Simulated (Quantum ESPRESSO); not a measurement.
The Gd L₃ edge of atom 1 in GdO (F-43m), with 4 O at 2.34 Å (tetrahedral, site symmetry -43m), was computed in 2 ways: excited-electron core hole (neutral cell) and no core hole. Program and functional: Quantum ESPRESSO XSpectra, LDA, without spin-orbit coupling, Lorentzian half width 2 eV (not a setting of the program: the run's 0.4 eV curve was folded afterwards with a further Lorentzian); cells of 2 and 8 atoms (the run without a hole in the smaller).

Each run is counted from its own lowest empty level or Fermi level and scaled to a mean of 1 over its first 20 eV.

```
E (eV)  run 1  run 2
  -2.0   0.57   0.32
  -1.5   0.70   0.38
  -1.0   0.86   0.45
  -0.5   1.06   0.55
   0.0   1.27   0.66
   0.5   1.46   0.78
   1.0   1.59   0.91
   1.5   1.67   1.04
   2.0   1.75   1.18
   2.5   1.83   1.31
   3.0   1.90   1.43
   3.5   1.92   1.56
   4.0   1.85   1.67
   4.5   1.71   1.77
   5.0   1.52   1.80
   5.5   1.33   1.73
   6.0   1.16   1.59
   6.5   1.02   1.42
   7.0   0.93   1.27
   7.5   0.86   1.14
   8.0   0.81   1.05
   8.5   0.78   0.98
   9.0   0.76   0.93
   9.5   0.74   0.89
  10.0   0.74   0.87
  10.5   0.73   0.86
  11.0   0.71   0.84
  11.5   0.69   0.81
  12.0   0.67   0.78
  12.5   0.64   0.75
  13.0   0.63   0.72
  13.5   0.61   0.69
  14.0   0.61   0.67
  14.5   0.61   0.67
  15.0   0.63   0.67
  15.5   0.66   0.69
  16.0   0.69   0.71
  16.5   0.71   0.73
  17.0   0.71   0.75
  17.5   0.71   0.75
  18.0   0.70   0.75
  18.5   0.68   0.74
  19.0   0.66   0.72
  19.5   0.65   0.69
  20.0   0.63   0.67
  20.5   0.62   0.66
  21.0   0.61   0.64
  21.5   0.59   0.62
  22.0   0.59   0.61
  22.5   0.58   0.60
  23.0   0.58   0.59
  23.5   0.58   0.59
  24.0   0.59   0.59
  24.5   0.60   0.59
  25.0   0.62   0.60
  25.5   0.63   0.62
  26.0   0.65   0.63
  26.5   0.67   0.65
  27.0   0.68   0.66
  27.5   0.70   0.68
  28.0   0.71   0.69
  28.5   0.72   0.70
  29.0   0.72   0.71
  29.5   0.72   0.71
  30.0   0.72   0.71
  30.5   0.72   0.71
  31.0   0.72   0.72
  31.5   0.74   0.73
  32.0   0.75   0.75
```

**Question.** Which run is which?

Run 1: excited-electron core hole (neutral cell) (area from −2 to 6 eV 11.7, main maxima 3.4 eV (1.92) and 17.0 eV (0.71)). Run 2: no core hole (area from −2 to 6 eV 9.1, main maxima 4.9 eV (1.80) and 17.7 eV (0.75)). With each curve scaled to its own mean, the area from −2 to 6 eV with the hole is 11.7 against 9.1, and the centre of weight from −1 to 20 eV moves by -1.0 eV: the hole pulls the absorber's empty states down.

[Banner, clock and machine lines of the logs are left out without a mark of their own.]

[Logs are printed without paths, hosts, clocks, repeated set-up lines and the standing remarks that a program may print on its own settings, such as how far it seeks lower states.]

[Hosts, paths, dates, database ids (printed as entryN), source tags and the programs' standing remarks are cut or masked in the printed files.]

[Lists of maxima count a maximum above −3 eV only where it reaches 4 % of the highest in the window and stands out from its surroundings by 2 % of it (1.5 % where it reaches 55 %); shoulders and weaker maxima are passed over, and of the rest the first, up to two pre-edge ones and the few strongest are named.]
